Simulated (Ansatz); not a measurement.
# H2O on Nb(110), shortbridge start, 2x2 cell: photoemission fingerprints, part 5 of 5

What would XPS and UPS show for H2O on Nb(110), shortbridge start, 2x2 cell?

Ansatz 0.2.0; DFT, PBE, plane-wave PAW, default files, scalar-relativistic.

So far, work function, upper face (eV): step 2 (the clean face) 4.48; step 3 (relaxation) 2.84; step 4 (layer-resolved bands, DOS and potential) 2.84.

### 6. A slab without images along the normal

Cutting the Coulomb interaction along the normal removes the images by another route.

input.yaml reads:

```yaml
crystal:
  lattice:
    - [6.62, 0.0, 0.0]
    - [3.31, 4.6810468915, 0.0]
    - [0.0, 0.0, 24.0215703372]
  atoms:
    - { symbol: H, position: [0.1456876146, 0.1355498352, 0.7083411503] }
    - { symbol: H, position: [0.8474614212, 0.3733902255, 0.7074398779] }
    - { symbol: O, position: [-0.0022511654, 0.2518931625, 0.6848775136] }
    - { symbol: Nb, position: [0.0013047674, -0.0090801809, 0.6031989216] }
    - { symbol: Nb, position: [0.5132957277, -0.01360018, 0.5993133209] }
    - { symbol: Nb, position: [-0.0019470966, 0.509339107, 0.6031584603] }
    - { symbol: Nb, position: [0.4857268325, 0.5140586662, 0.5992994296] }
    - { symbol: Nb, position: [0.7501275607, 0.4999994208, 0.5075401257] }
    - { symbol: Nb, position: [0.2479177969, 0.5036320128, 0.5070539172] }
    - { symbol: Nb, position: [0.7519104552, -0.0034678698, 0.5070813385] }
    - { symbol: Nb, position: [0.2496594223, 0.0001759013, 0.5075204773] }
    - { symbol: Nb, position: [0.0, 0.0, 0.409653628] }
    - { symbol: Nb, position: [0.5, 0.0, 0.409653628] }
    - { symbol: Nb, position: [0.0, 0.5, 0.409653628] }
    - { symbol: Nb, position: [0.5, 0.5, 0.409653628] }
    - { symbol: Nb, position: [0.75, 0.5, 0.312219388] }
    - { symbol: Nb, position: [0.25, 0.5, 0.312219388] }
    - { symbol: Nb, position: [0.75, 0.0, 0.312219388] }
    - { symbol: Nb, position: [0.25, 0.0, 0.312219388] }
  periodic: [true, true, false]
kpoints:
  mp_grid: { grid: [8, 8, 1] }
scf:
  occupations: { method: fermi_dirac, width: 0.05 }
  n_extra_bands: 21
hamiltonian:
  xc: pbe
  pseudopotentials: { kind: paw }
output:
  forces: true
  write_potential: true
  volumetric_format: []
  dos:
    projected:
      site_lists:
        adsorbate: [0, 1, 2]
        layer_1: [3, 4, 5, 6]
        layer_2: [7, 8, 9, 10]
        layer_3: [11, 12, 13, 14]
        other_layers: [15, 16, 17, 18]
    de: 0.05
    e_range: [-30, 12]
    method: { smearing: { sigma: 0.15, scheme: gaussian } }
```

Run with:

```bash
$ ansatz run input.yaml --threads 8 --pin off --max-ram 20480MiB --backend cpu --events-out ev --progress --plain --runs-dir out
```

Numbers of over 12 decimals in the logs are rounded to 6 here.

The program printed:

```text
Warning: crystal.periodic: the lattice vector that does not repeat stood 0.000° off the slab's normal, 24.022 Å along it as the deck builds it. The run solves the slab on a vector along the normal, 42.831 Å long, with every atom where it was (on the deck's vector they left 14.51 Å outside them, and the widest stretch free of ions among them is 2.34 Å). A fractional position that the run reports is one of the run's ce [...]
crystal.periodic: the lattice vector that does not repeat stood 0.000° off the slab's normal, 24.022 Å along it as the deck builds it. The run solves the slab on a vector along the normal, 42.831 Å long, with every atom where it was (on the deck's vector they left 14.51 Å outside them, and the widest stretch free of ions among them is 2.34 Å). A fractional position that the run reports is one of the run's cell, which [...]
[...]
Crystal: 19 atoms, lattice volume = 1327.268 Å³
Basis set: ecut = 420 eV, 26027 PW (Γ), exchange–correlation on 90×80×576 points (8 copies of the dense FFT grid, shifted against one another)
Bands: 129, of which v1, the nominal top of the filled ones, is band 108 counted from 1 (107 counted from 0)
Symmetry: 1 space group operations
[...]
k-points: 34 of 64 (time reversal used)
[...]
SCF iter   1: F=—  HF=-73428.458513 eV  |F-HF|=—  |Δ(HF+E_count)|=         —  Δρ=6.10e-3  dr2=1.14e1  ethr=1.77e-3  ⟨swp⟩=13.9  Hψ=27205  notcnv=0  defer=64
[...]
SCF iter   9: F=-73428.176764 eV  HF=-73428.176764 eV  |F-HF|=4.47e-8  |Δ(HF+E_count)|=   1.95e-7  Δρ=7.85e-7  dr2=1.25e-8  ethr=4.63e-11  ⟨swp⟩=40.9  Hψ=51998  notcnv=0
SCF 1 converged in 9 iterations: F = -73428.176764 eV  dr2 = 1.25e-8
[...]
WARN: The input density's exchange-correlation potential varies sharply where the density is thin. Do not read a vacuum level from v_tot or v_xc, or from such a field of the output density. On a cell that repeats whose density bears no net charge and no dipole along the vacuum's axis use v_es (v_loc + v_h of the components); under efield.dipole_correction with no amplitude use v_es + v_field, which holds any external [...]
SCF converged after 9 iterations
Free energy (F): -73428.176764 eV
[...]
Internal energy: -73427.998826 eV  (E = F + TS)
E sigma→0 (E₀):  -73428.087795 eV
Entropy (-TS):   -0.177938 eV (-9.365 meV/atom)
Fermi energy:    -3.687435 eV
[...]
--- Forces (eV/Å), atoms counted from 1 ---
  atom   1  H      0.00005870     0.00232530    -0.00159297
  atom   2  H      0.00184513    -0.00559054    -0.00117037
  atom   3  O     -0.00049214     0.00022375     0.00221644
  atom   4  Nb     0.00403881     0.00376200    -0.01100253
  atom   5  Nb     0.00912971     0.01614707    -0.04173966
  atom   6  Nb    -0.00007078    -0.00440728    -0.01017280
  atom   7  Nb    -0.00759546    -0.01767694    -0.04195482
  atom   8  Nb    -0.00634835    -0.00180901     0.01931918
  atom   9  Nb    -0.00424062     0.00472925     0.04308713
  atom  10  Nb    -0.00041151    -0.00269686     0.04203612
  atom  11  Nb     0.00296908     0.00261915     0.02221203
  atom  12  Nb    -0.01412213     0.04420954    -0.40644741
  atom  13  Nb    -0.03502442    -0.02309303    -0.46644651
  atom  14  Nb     0.01398501    -0.04263552    -0.40602583
  atom  15  Nb     0.03687921     0.02396852    -0.46542789
  atom  16  Nb    -0.02644302    -0.00497129     0.41900501
  atom  17  Nb    -0.00881432     0.02770663     0.44237441
  atom  18  Nb     0.00868823    -0.02774545     0.44266133
  atom  19  Nb     0.02596833     0.00493570     0.41903601
  max |Σ_I F_I| component: 3.31e-5 eV/Å
--- Band table (eV; the first three rows and the last of 34) ---
  k-point 0: bands = [... 104 lower, -3.5228, -3.5053, -3.4631, -3.4067, -3.1315, -3.0823, -2.2964, -2.1899, ... 17 higher]
  k-point 1: bands = [... 104 lower, -3.5174, -3.5103, -3.4579, -3.4272, -3.2384, -3.1644, -2.6499, -2.5819, ... 17 higher]
  k-point 2: bands = [... 104 lower, -3.6908, -3.6334, -3.6204, -3.5986, -3.3351, -3.2870, -3.2076, -3.1797, ... 17 higher]
  k-point 33: bands = [... 104 lower, -4.1117, -4.0545, -4.0048, -4.0004, -3.9624, -3.9346, -3.4922, -3.4602, ... 17 higher]
  the weakly bound empty levels are not read free of the cell's end (no_gap_told)
```

Run time: 3.6 min. Hardware: 8 threads of Arm Neoverse V1, shared host; peak memory 8 GiB.

This step gave:

* energy at zero smearing: -73428.0878 eV
* Fermi energy: -3.687 eV

The planar mean, electrostatic potential oscillates, so the rows of the table below give means over windows of 1 Å about each position, cut where the curve ends. Its maxima inside the range that stand out by 2 % of the span (Å: eV): 8.6: -1.06, 11.0: -1.05, 13.4: -1.90, 15.9: 1.26. Its minima: 7.4: -21.6, 9.8: -21.5, 12.2: -21.5, 14.4: -21.6, 16.8: 0.300.

From the Fermi level. Table of planar mean, electrostatic potential by z; means over each step:

```tsv
z (Å)	planar mean, electrostatic potential (eV)
0	4.54
1	4.53
2	4.53
3	4.53
4	4.51
5	4.26
6	2.00
7	-12.7
8	-12.5
9	-6.13
10	-17.5
11	-3.56
12	-17.3
13	-6.89
14	-13.6
15	-11.7
16	0.729
17	0.940
18	2.61
19	2.81
20	2.84
21	2.84
22	2.84
23	2.84
24	2.84
25	2.84
26	2.84
27	2.84
28	2.84
29	2.84
30	2.84
31	2.84
32	2.84
33	2.97
34	4.12
35	4.53
36	4.54
37	4.54
38	4.54
39	4.54
40	4.54
41	4.54
42	4.54
```

Side by side:

```tsv
quantity	this run	base run	difference
work function, lower face (eV)	4.535	4.5346	4.0e-4
```

The work function move by 0.00 eV at most against the base run, so this change doesn't matter for them.

### 7. Summary of results

```json
{"work function": "2.84 eV (other face 4.53 eV)", "change from the clean face": "-1.64 eV", "Nb 4d centre of the filled part above −10 eV, from the plotted curve, layer 1": "-1.57 eV", "Nb 4d centre of the filled part above −10 eV, from the plotted curve, layer 3": "-1.69 eV", "Nb core shifts among the listed atoms, from the last listed one": "+0.00 to +0.23 eV"}
```

In words: The Fermi level of H2O on Nb(110), shortbridge start, 2x2 cell lies 2.84 eV (other face 4.53 eV) below the vacuum, a change of -1.64 eV from the clean face. Only the strongest levels a point were stored, too few to count surface states. After relaxation O3 stands 2.01 Å above the top layer, bonded to 2 Nb atoms at 2.46 Å. The bare lower face differs from the lower face of the clean 1×1 slab by 0.00 eV, a measure of the error from mesh and slab. Core shifts: Nb +0.00 to +0.23 eV. Among the sites run, the most bound Nb 3d level is that of Nb6 (layer 1), bonded to 10 Nb and 1 O; the least bound, 0.23 eV shallower, that of Nb12 (layer 3), bonded to 14 Nb. At 21.2 eV the valence spectrum has its highest listed peaks within 10.8 eV at 1.2 eV (Nb 4d) and 2.4 eV (Nb 4d). At 1486.7 eV the valence spectrum has its highest listed peaks within 13 eV at 1.2 eV (Nb 4d) and 2.4 eV (Nb 4d). The shell named is the one with most of the intensity, cross sections included, not always the one with most states there. In the main run, from 1486.7 eV towards hard X-rays the Nb 5s share grows by 10 points, as its cross section falls more slowly with photon energy than those of the shells it gains on. With Coulomb interaction cut along the normal, the work function stays within 0.02 eV. The run has no spin polarisation and ends without a clear gap; magnetic or distorted states weren't searched for. The window's lower edge cuts through the Nb 4p line, so its counts, centres and shares of the area are artefacts of the cut. The slab's own atoms span 7.0 Å, so bulk bands appear as a few quantum-well levels, and states of the two faces can mix. The program warns of density or levels in the vacuum in some of these runs, so vacuum levels and energy differences can be a little off.

[Logs are printed without paths, hosts, clocks, repeated set-up lines and the standing remarks that a program may print on its own settings, such as how far it seeks lower states.]

[Hosts, paths, dates, database ids (printed as entryN), source tags and the programs' standing remarks are cut or masked in the printed files.]

[Maps of the electrostatic potential energy from Ansatz leave out the sawtooth potential of an applied field or a dipole correction, so their vacuum need not be flat; work functions include it.]
